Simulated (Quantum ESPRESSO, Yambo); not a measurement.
An input for Yambo 5.3.0 (Ga2O3 (C2/m)):

```
optics
chi
dipoles
Chimod= "HARTREE"
% QpntsRXd
 1 | 1 |
%
% BndsRnXd
 1 | 156 |
%
NGsBlkXd= 3 Ry
% EnRngeXd
 0 | 30 | eV
%
% DmRngeXd
 0.2 | 0.2 | eV
%
ETStpsXd= 301
% LongDrXd
 0 | 0 | 1 |
%
```

```sh
OMP_NUM_THREADS=2 mpirun -n 4 yambo -F optics3.in -J optics3 -C optics3 > optics3.log
```

The stored states that it reads are on a 6×6×4 mesh. Symmetry: C2/m, No. 12, monoclinic system. Conventional cell: a = 12.214 Å, b = 3.037 Å, c = 5.798 Å, α = 90.00°, β = 103.83°, γ = 90.00°. Nearest to Ga lie 4 O at 1.83 to 1.86 Å. Nearest to Ga lie 6 O at 1.94 to 2.07 Å. Nearest to O lie 3 Ga at 1.83 to 1.94 Å. Nearest to O lie 4 Ga at 1.86 to 2.07 Å. O has 3 Ga at 1.83 to 1.94 Å nearest. Farther neighbours and most contacts between anions are not listed.

Q: Estimate wall time and host memory on 4 MPI ranks of Intel Xeon 6975P-C (Granite Rapids), shared host.

It took 3.1 min; on shared hardware allow 93 s to 6.2 min. Peak host memory was 18 GiB.

[Paths, hosts, dates, memory and timing lines, banners, echoed tables and standing remarks are left out of the program output.]

[Logs are printed without paths, hosts, clocks, repeated set-up lines and the standing remarks that a program may print on its own settings, such as how far it seeks lower states.]

[Runs of the session that timed out or met a known fault of the program may be left out.]

[Hosts, paths, dates, database ids (printed as entryN), source tags and the programs' standing remarks are cut or masked in the printed files.]
